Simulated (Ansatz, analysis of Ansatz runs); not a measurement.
## Moving an added hole between Cl sites in BaGdCl5 (C2/c)

Aim: the energy barrier that a trapped hole meets when it moves from one Cl atom to another one nearby in BaGdCl5 (C2/c). The model is a cell of 56 host atoms.

Program: Ansatz 0.2.0. Level of theory: plane-wave PAW DFT, PBEsol+U; relaxation of all atoms of a supercell at fixed charge in a uniform background; PAW set soft_1. Results are calculated unless marked as measured.

Most raw output is cut from this account.

## (1) The structure

The cell holds 56 atoms: 8 Ba, 8 Gd and 40 Cl. Its edges and angles: a = 10.897 Å, b = 13.548 Å, c = 9.939 Å, α = 89.1°, β = 74.1°, γ = 86.9°. It derives from BaGdCl5 (space group C2/c). Nearest the centre at fractional (0.547, 0.438, 0.317): Cl24 at 1.66 Å, Cl34 at 1.66 Å, Gd4 at 2.28 Å, Ba43 at 2.94 Å, Cl9 at 3.07 Å, Cl40 at 3.30 Å, Ba2 at 3.63 Å, Cl36 at 3.67 Å.

Hubbard terms: Gd f 6.0 eV, Cl p 7.0 eV. They were chosen, not fitted, to curb self-interaction in the shells named, the trial site's among them. The two sites are Cl24 and Cl34. The cell's shortest repeat is 9.9 Å. The host's moments were started antiferromagnetic in the unit cell, high spin.

## (2) The cell without the carrier

The neutral cell is relaxed first, from small random displacements, so that bond lengths and moments with the carrier can be set beside those of a relaxed cell without it.

File neutral.relax/input.yaml:

```yaml
crystal:
  lattice:
    - [-10.89740307, 0.0, 0.00767703]
    - [-0.73207676, 0.0, 13.52783386]
    - [-2.72435077, 9.55880601, 0.00191926]
  atoms:
    - { symbol: Ba, position: [0.163711, 0.125, 0.345155] }
    - { symbol: Ba, position: [0.336289, 0.375, 0.654845] }
    - { symbol: Gd, position: [0.038632, 0.125, 0.845472], spin: 7.0 }
    - { symbol: Gd, position: [0.461368, 0.375, 0.154528], spin: -7.0 }
    - { symbol: Cl, position: [0.313992, 0.125, 0.744032] }
    - { symbol: Cl, position: [0.186008, 0.375, 0.255968] }
    - { symbol: Cl, position: [0.393829, 0.29911, 0.933842] }
    - { symbol: Cl, position: [0.13925, 0.45089, 0.933842] }
[... 44 atom lines left out ...]
    - { symbol: Cl, position: [0.598283, 0.751746, 0.621105] }
    - { symbol: Cl, position: [0.591165, 0.998254, 0.621105] }
    - { symbol: Cl, position: [0.86075, 0.54911, 0.066158] }
    - { symbol: Cl, position: [0.606171, 0.70089, 0.066158] }
basis:
  ecutwfc: 420
  xc_grid: 2
hamiltonian:
  xc: pbesol
  hubbard:
    sites:
      - { species: Gd, l: f, u_eff: 6.0 }
      - { species: Cl, l: p, u_eff: 7.0 }
    projectors: ortho-atomic
  pseudopotentials: { kind: paw, azcp: { folder: soft_1 }, xc_functional: pbe }
kpoints:
  mp_grid: { grid: [1, 1, 1] }
magnetization:
  spin_polarized: true
  initial_magnetization: 0
  spin_locking: { lock_magnetization: hard }
scf:
  occupations: { method: fermi_dirac, width: 0.01 }
  max_iter: 120
  lower_state_search: "off"
output:
  forces: true
relax:
  f_tol: 0.02
  max_steps: 70
  random_displacement: { amplitude: 0.04, seed: 2222 }
checkpoint:
  write: "../neutral.relax.run"
  compress: false
  write_wavefunctions: true
  write_every: 100000
```

Run with:

```bash
$ ansatz run input.yaml --threads 8 --pin off --max-ram 17899MiB --backend cpu --events-out ev --progress --plain --runs-dir out
```

It took 75 s on 8 threads of Arm Neoverse V2, shared host; peak memory 2.7 GiB; 9.5 min of CPU time.

The largest displacement from an ideal site is 0.061 Å.

## (3) The hole on the first site

The nearest neighbour or neighbours of the site start displaced and the site's starting moment is changed by the carrier's spin, since a carrier doesn't trap itself in the undistorted lattice.

File A.relax/input.yaml:

```yaml
crystal:
  lattice:
    - [-10.89740307, 0.0, 0.00767703]
    - [-0.73207676, 0.0, 13.52783386]
    - [-2.72435077, 9.55880601, 0.00191926]
  atoms:
    - { symbol: Ba, position: [0.162651, 0.125061, 0.349106] }
    - { symbol: Ba, position: [0.331534, 0.366399, 0.669078] }
    - { symbol: Gd, position: [0.038214, 0.124985, 0.843078], spin: 7.0 }
    - { symbol: Gd, position: [0.464553, 0.365437, 0.14123], spin: -7.0 }
    - { symbol: Cl, position: [0.313725, 0.125819, 0.740413] }
    - { symbol: Cl, position: [0.185181, 0.374056, 0.260198] }
    - { symbol: Cl, position: [0.39514, 0.301886, 0.929408] }
    - { symbol: Cl, position: [0.139522, 0.448094, 0.929224] }
[... 44 atom lines left out ...]
    - { symbol: Cl, position: [0.597882, 0.753148, 0.617059] }
    - { symbol: Cl, position: [0.591764, 0.996969, 0.617255] }
    - { symbol: Cl, position: [0.859559, 0.551652, 0.071518] }
    - { symbol: Cl, position: [0.604006, 0.697874, 0.071173] }
total_charge: 1
basis:
  ecutwfc: 420
  xc_grid: 2
hamiltonian:
  xc: pbesol
  hubbard:
    sites:
      - { species: Gd, l: f, u_eff: 6.0 }
      - { species: Cl, l: p, u_eff: 7.0 }
    projectors: ortho-atomic
  pseudopotentials: { kind: paw, azcp: { folder: soft_1 }, xc_functional: pbe }
kpoints:
  mp_grid: { grid: [1, 1, 1] }
magnetization:
  spin_polarized: true
  initial_magnetization: 1
  spin_locking: { lock_magnetization: hard }
scf:
  occupations: { method: fermi_dirac, width: 0.01 }
  max_iter: 120
  lower_state_search: "off"
output:
  forces: true
relax:
  f_tol: 0.015
  max_steps: 70
  escape_saddle: false
checkpoint:
  write: "../A.relax.run"
  compress: false
  write_wavefunctions: true
  write_every: 100000
```

Run time: 4.1 min. Hardware: 8 threads; peak memory 2.7 GiB; 31 min of CPU time.

Relaxation path:

| step | energy less that of the first step (eV) | largest force component (eV/Å) |
| --- | --- | --- |
| 1 | 0.0000 | 0.5829 |
| 2 | -0.2604 | 0.6538 |
| 3 | -0.3711 | 0.1518 |
| 4 | -0.3859 | 0.2466 |
| 5 | -0.4025 | 0.0339 |
| 6 | -0.3611 | 0.2956 |
| 7 | -0.4100 | 0.0239 |
| 8 | -0.4115 | 0.0211 |
| 9 | -0.4124 | 0.0140 |
| 10 | -0.4129 | 0.0137 |
| 11 | -0.4132 | 0.0079 |

Relaxation step 6 was tried and not accepted.

The atoms that moved most (Å):

| atom | dx | dy | dz | length |
| --- | --- | --- | --- | --- |
| Cl24 | -0.248 | 0.206 | -0.029 | 0.324 |
| Cl34 | 0.157 | 0.022 | 0.181 | 0.241 |
| Cl27 | -0.116 | 0.204 | 0.037 | 0.237 |
| Cl12 | -0.186 | -0.118 | 0.025 | 0.222 |
| Cl7 | 0.075 | 0.056 | -0.124 | 0.155 |
| Cl47 | -0.052 | -0.039 | -0.140 | 0.154 |
| Ba2 | 0.074 | 0.005 | -0.134 | 0.153 |
| Cl36 | 0.109 | -0.070 | -0.071 | 0.148 |

The moves above count from the input, in which the site's nearest neighbours were already displaced; the distances below compare with the cell without the carrier.

Distances from Cl24 without and with the hole:

| atom | without (Å) | with (Å) |
| --- | --- | --- |
| Gd4 | 2.77 | 3.07 |
| Cl34 | 3.34 | 3.00 |
| Ba2 | 3.10 | 3.23 |
| Cl40 | 3.46 | 3.12 |
| Ba15 | 3.16 | 3.62 |
| Cl23 | 3.30 | 3.21 |
| Ba43 | 3.25 | 3.36 |
| Cl27 | 3.33 | 3.40 |
| Cl9 | 3.47 | 3.43 |
| Cl12 | 3.59 | 3.44 |

The largest changes of the moments are 0.83 μB on Cl24, 0.04 μB on Cl34 and 0.01 μB on Gd4. The largest part sits on the chosen site.

## (4) The hole on the second site

The same start is made on the second site, to get the end of the hop.

File B.relax/input.yaml:

```yaml
crystal:
  lattice:
    - [-10.89740307, 0.0, 0.00767703]
    - [-0.73207676, 0.0, 13.52783386]
    - [-2.72435077, 9.55880601, 0.00191926]
  atoms:
    - { symbol: Ba, position: [0.162651, 0.125061, 0.349106] }
    - { symbol: Ba, position: [0.336126, 0.374383, 0.651503] }
[... 1 atom line left out ...]
    - { symbol: Gd, position: [0.445152, 0.374687, 0.150645], spin: -7.0 }
[... 4 atom lines left out ...]
    - { symbol: Cl, position: [0.401044, 0.246435, 0.38344] }
[... 14 atom lines left out ...]
    - { symbol: Cl, position: [0.407087, 0.502611, 0.383538] }
[... 9 atom lines left out ...]
    - { symbol: Cl, position: [0.685191, 0.374, 0.260178], spin: 1.0 }
[... 5 atom lines left out ...]
    - { symbol: Cl, position: [0.591737, 0.49694, 0.617299] }
[... 2 atom lines left out ...]
    - { symbol: Ba, position: [0.662684, 0.625053, 0.349162] }
[... 12 atom lines left out ...]
    - { symbol: Cl, position: [0.604006, 0.697874, 0.071173] }
total_charge: 1
basis:
  ecutwfc: 420
  xc_grid: 2
hamiltonian:
  xc: pbesol
  hubbard:
    sites:
      - { species: Gd, l: f, u_eff: 6.0 }
      - { species: Cl, l: p, u_eff: 7.0 }
    projectors: ortho-atomic
  pseudopotentials: { kind: paw, azcp: { folder: soft_1 }, xc_functional: pbe }
kpoints:
  mp_grid: { grid: [1, 1, 1] }
magnetization:
  spin_polarized: true
  initial_magnetization: 1
  spin_locking: { lock_magnetization: hard }
scf:
  occupations: { method: fermi_dirac, width: 0.01 }
  max_iter: 120
  lower_state_search: "off"
output:
  forces: true
relax:
  f_tol: 0.015
  max_steps: 70
  escape_saddle: false
checkpoint:
  write: "../B.relax.run"
  compress: false
  write_wavefunctions: true
  write_every: 100000
```

Wall time 3.6 min (8 threads); peak memory 2.7 GiB.

Distances from Cl34 without and with the hole:

| atom | without (Å) | with (Å) |
| --- | --- | --- |
| Gd32 | 2.90 | 3.13 |
| Gd4 | 2.90 | 3.15 |
| Cl42 | 3.36 | 3.10 |
| Cl37 | 3.33 | 3.22 |
| Cl24 | 3.34 | 3.27 |
| Cl35 | 3.57 | 3.33 |
| Cl55 | 3.37 | 3.42 |
| Cl9 | 3.54 | 3.46 |
| Ba29 | 3.48 | 3.48 |
| Ba43 | 3.51 | 3.94 |

The largest changes of the moments are 0.86 μB on Cl34, 0.02 μB on Cl42 and 0.01 μB on Cl35. The largest part sits on the chosen site.

## (5) Points on the line between the two structures

All atoms move on the straight line between the two relaxed structures, 9.83 amu^1/2 Å long in mass-weighted terms. Each point starts from the state of the point before, once from either end, so that both localised states can be followed; the midpoint is also started with the carrier shared.

File A.x0500/input.yaml:

```yaml
crystal:
  lattice:
    - [-10.89740307, 0.0, 0.00767703]
    - [-0.73207676, 0.0, 13.52783386]
    - [-2.72435077, 9.55880601, 0.00191926]
  atoms:
    - { symbol: Ba, position: [0.159124, 0.121577, 0.351859] }
    - { symbol: Ba, position: [0.331447, 0.366485, 0.654457] }
[... 1 atom line left out ...]
    - { symbol: Gd, position: [0.449239, 0.370301, 0.147437], spin: -7.0 }
[... 4 atom lines left out ...]
    - { symbol: Cl, position: [0.400595, 0.248036, 0.379551] }
[... 14 atom lines left out ...]
    - { symbol: Cl, position: [0.426658, 0.500097, 0.385509], spin: 1.0 }
[... 9 atom lines left out ...]
    - { symbol: Cl, position: [0.678492, 0.37206, 0.257251] }
[... 5 atom lines left out ...]
    - { symbol: Cl, position: [0.594736, 0.498813, 0.612112] }
[... 2 atom lines left out ...]
    - { symbol: Ba, position: [0.673279, 0.639294, 0.346786] }
[... 12 atom lines left out ...]
    - { symbol: Cl, position: [0.606051, 0.698114, 0.069433] }
total_charge: 1
basis:
  ecutwfc: 420
  xc_grid: 2
hamiltonian:
  xc: pbesol
  hubbard:
    sites:
      - { species: Gd, l: f, u_eff: 6.0 }
      - { species: Cl, l: p, u_eff: 7.0 }
    projectors: ortho-atomic
  pseudopotentials: { kind: paw, azcp: { folder: soft_1 }, xc_functional: pbe }
kpoints:
  mp_grid: { grid: [1, 1, 1] }
magnetization:
  spin_polarized: true
  initial_magnetization: 1
  spin_locking: { lock_magnetization: hard }
scf:
  occupations: { method: fermi_dirac, width: 0.01 }
  max_iter: 120
  lower_state_search: "off"
output:
  forces: true
  eigenvalues: true
  eigenstates: { localisation: true }
  write_density: true
  write_potential: true
  volumetric_format: npy
checkpoint:
  read: "../A.x0375.run"
  write: "../A.x0500.run"
  compress: false
  write_wavefunctions: true
  write_every: 100000
```

Run time: 26 s. Hardware: 8 threads; peak memory 2.7 GiB; 3.2 min of CPU time.

From eigenstates.tsv, first k-point; energies on the run's zero. The participation number counts the atoms that a state is spread over, of 56; bands count from 0.

| spin | band | energy (eV) | occupation | participation | largest share on | share |
| --- | --- | --- | --- | --- | --- | --- |
| down | 245 | 2.413 | 1.00 | 21.7 | Cl55 | 0.10 |
| down | 246 | 2.438 | 1.00 | 19.0 | Cl37 | 0.12 |
| down | 247 | 2.461 | 1.00 | 22.8 | Cl42 | 0.10 |
| down | 248 | 2.551 | 1.00 | 16.7 | Cl34 | 0.16 |
| down | 249 | 2.590 | 1.00 | 7.0 | Cl34 | 0.34 |
| down | 250 | 2.822 | 1.00 | 20.1 | Cl42 | 0.11 |
| down | 251 | 5.132 | 0.00 | 1.4 | Cl24 | 0.84 |
| down | 252 | 8.270 | 0.00 | 3.1 | Gd4 | 0.54 |
| down | 253 | 8.299 | 0.00 | 1.2 | Gd45 | 0.91 |
| down | 254 | 8.304 | 0.00 | 1.1 | Gd45 | 0.96 |
| down | 255 | 8.305 | 0.00 | 1.0 | Gd45 | 0.98 |
| up | 246 | 2.408 | 1.00 | 20.8 | Cl22 | 0.10 |
| up | 247 | 2.418 | 1.00 | 19.2 | Cl37 | 0.14 |
| up | 248 | 2.459 | 1.00 | 20.8 | Cl14 | 0.10 |
| up | 249 | 2.535 | 1.00 | 16.0 | Cl34 | 0.19 |
| up | 250 | 2.572 | 1.00 | 12.4 | Cl34 | 0.22 |
| up | 251 | 2.819 | 1.00 | 20.2 | Cl42 | 0.11 |
| up | 252 | 8.140 | 0.00 | 1.0 | Gd4 | 0.98 |
| up | 253 | 8.149 | 0.00 | 1.0 | Gd4 | 0.98 |
| up | 254 | 8.161 | 0.00 | 1.0 | Gd4 | 0.98 |
| up | 255 | 8.181 | 0.00 | 1.0 | Gd4 | 0.98 |
| up | 256 | 8.186 | 0.00 | 1.0 | Gd4 | 0.98 |

Under PBEsol+U (6, 7 eV) at the zone centre alone, the highest filled state is spin down, spread over 20 of 56 atoms, and the lowest empty one, 2.31 eV above it, is spin down, spread over 1 of 56 atoms.

Spin density in the ab plane at fractional z = 0.317, through the centre, with atoms of Ba within 0.45 Å of it.

Ten even steps from '0' (-0.01 e/Å³) to '9' (0.13 e/Å³), each cell a mean:
```
0000000000000000000000000000000
0000000000000000000000000000000
0000000000000000000000000000000
0000000000000000000000000000000
0000000000000000000000000000000
0000000000000000000000000000000
0000000000000000000000000000000
0000000000000000000000000000000
0000000000000000000000000000000
0000000000011100000000000000000
0000000000247510000000000000000
0000000001269402210000000000000
0000000000110069510000000000000
0000000000000134200010000000000
0000000000000000001220000000000
0000000000000000000100000000000
0000000000000000000000000000000
0000000000000000000000000000000
0000000000000000000000000000000
0000000000000000000000000000000
0000000000000000000000000000000
0000000000000000000000000000000
0000000000000000000000000000000
0000000000000000000000000000000
```
Columns run along a (10.9 Å), rows up along b (13.5 Å). Atoms in or near the plane, at fractional coordinates: Ba at (0.16, 0.12), Ba at (0.16, 0.63), Ba at (0.66, 0.12), Ba at (0.67, 0.64).

Valence density in the ab plane at fractional z = 0.317, through the centre, with atoms of Ba within 0.45 Å of it. It is the smooth field of the valence electrons, not physical close to the nuclei.

Ten even steps from '_' (0.0 e/Å³) to '@' (1.7 e/Å³), each cell a mean:
```
..__________________..--++##++::____________________..==****==
______..--==--..______....::..______..::====::..______..::::..
____..--##@@%%==..__________________::**@@@@**::______________
____..--**%%##==..__________________..==##%%++::______________
________::::::..______..::::..________..::::..______..::----..
..__________________..==####++::____________________::**%%##==
..____....::..______..==####++::______..::::..______::==****--
____::++**##**==..____..::::::..____::++####**==..____........
____--##**==****::__________________--##**==****::____________
____::++##**##++::__________________::++**####==..____________
______..::--::..________..::--..______..::::::..____..--==--::
..____________________..==##%%++..__________________--**%%%%++
..____________________..==****--..__________________::++##**==
______::==++==::________........____..::----..________..::::..
____..==%%@@%%++..__________________::**%%%%==..______________
______::**%%##==..__________________::++####==..______________
________..::::..____..::----::..______..::::..______..--==--..
..__________________::++%%%%**::__________________..--##@@##==
..__________________..==####++::____________________::++##**--
____..--++**++::______....::..______..==++++--..______..::....
____::****++##**::________________..++##****##==..____________
____::**##**##**::________________..==##****##==..____________
______::==++==::______..----::..____..--++++==..____..::----::
..__________________..==##%%**--..__________________::**%%%%++
```
Columns run along a (10.9 Å), rows up along b (13.5 Å). Atoms in or near the plane, at fractional coordinates: Ba at (0.16, 0.12), Ba at (0.16, 0.63), Ba at (0.66, 0.12), Ba at (0.67, 0.64).

Electrostatic potential energy in the ab plane at fractional z = 0.317, through the centre, with atoms of Ba within 0.45 Å of it. With pseudopotentials it is smooth inside the atoms' cores, unlike the true potential.

Ten even steps from '0' (-40 eV) to '9' (11 eV), each cell a mean:
```
9999999999986568999999999997557
9999878999999899999877999999889
9998424799999899999532589999999
9998534799999999999743699999999
9999989999998899999998999998889
9999999999974468999999999985347
9988777899974468998776789997558
9874112589999899987310157999999
9861000268999999985100026899999
9874101478999999987410147999999
9988666789988788998876789998789
9999999999986336899999999985337
9999999999987546899999999997557
9999767999998888999988999999889
9997323699998899998533799999999
9998534799999999999644799999999
9999999999988789999999999998789
9999999999963358999999999984347
9998888999975468999888999986458
9986334689999999987544689999999
9862000278999999984000158999999
9873000378999999984100058999999
9987545789998899997543578998889
9999888999974358999888899996336
```
Columns run along a (10.9 Å; values clipped at the 3rd and 97th percentile), rows up along b (13.5 Å). Atoms in or near the plane, at fractional coordinates: Ba at (0.16, 0.12), Ba at (0.16, 0.63), Ba at (0.66, 0.12), Ba at (0.67, 0.64).

Free energies from the first end:

| started from | fraction | energy (eV) | moment change on Cl24 (μB) | on Cl34 (μB) |
| --- | --- | --- | --- | --- |
| first site | 0 | 0.000 | 0.83 | 0.04 |
| first site | 0.125 | 0.021 | 0.83 | 0.04 |
| first site | 0.25 | 0.086 | 0.82 | 0.04 |
| first site | 0.375 | 0.191 | 0.81 | 0.04 |
| first site | 0.5 | 0.337 | 0.80 | 0.05 |
| first site | 0.625 | 0.522 | 0.78 | 0.06 |
| second site | 0.875 | -0.239 | 0.01 | 0.86 |
| second site | 0.75 | -0.179 | 0.01 | 0.85 |
| second site | 0.625 | -0.082 | 0.01 | 0.85 |
| second site | 0.5 | 0.050 | 0.02 | 0.84 |
| second site | 0.375 | 0.216 | 0.03 | 0.82 |
| shared | 0.5 | 0.050 | 0.02 | 0.84 |
| second site | 1 | -0.260 | 0.00 | 0.86 |

## (6) Results

| Property | Result |
| --- | --- |
| barrier forward | 0.20 eV |
| barrier backward | 0.46 eV |
| distance of the two sites without the carrier | 3.34 Å |
| carrier at the midpoint | on one site |

What this shows: On this line the hole must cross about 0.20 eV to hop 3.34 Å; the second site lies 0.26 eV lower, and the way back costs 0.46 eV. The top lies between computed points: the barrier is read where straight lines through the two branches cross, near a fraction of 0.38. At the midpoint the lowest state found keeps the carrier on one site, so the two localised curves cross in a cusp. This suggests weak coupling and a hop slower than the barrier alone implies, though U itself penalises the shared state. The start with the carrier shared fell onto one site. With an assumed attempt frequency of 1e13 per second the rate at 300 K would be 4e+09 per second for this barrier, if every crossing succeeded. A straight line need not be the lowest path, so the true barrier at this U can be lower, or higher if the ends can still break their symmetry. A shorter hop, 3.30 Å to Cl23, was not computed. No run compares the localised hole with one spread in the band, so its binding is unknown and the barrier may exceed it. Holes in halides commonly bind two halogen atoms into a pair. A U on single atoms favours the one-atom state followed here, and no pair was tried, so these numbers may not belong to the actual polaron. The magnetic order was assumed and need not be the ground state. The total moment is locked, so a carrier of the other spin direction was not tried. The program's search for lower electronic states was switched off in all runs, so that each state is followed; none is shown to be the lowest at its structure. No image-charge correction is applied; it nearly cancels along the line while the charge stays localised. What this leaves open: sampling at the zone centre alone can move energies of charged and open-shell states by tenths of an eV or more in cells of this size; gap and trapping depend on the U chosen (Gd f 6.0 eV, Cl p 7.0 eV); spin–orbit coupling, which can matter with heavy atoms, is left out.

[Logs are printed without paths, hosts, clocks, repeated set-up lines and the standing remarks that a program may print on its own settings, such as how far it seeks lower states.]

[Hosts, paths, dates, database ids (printed as entryN), source tags and the programs' standing remarks are cut or masked in the printed files.]
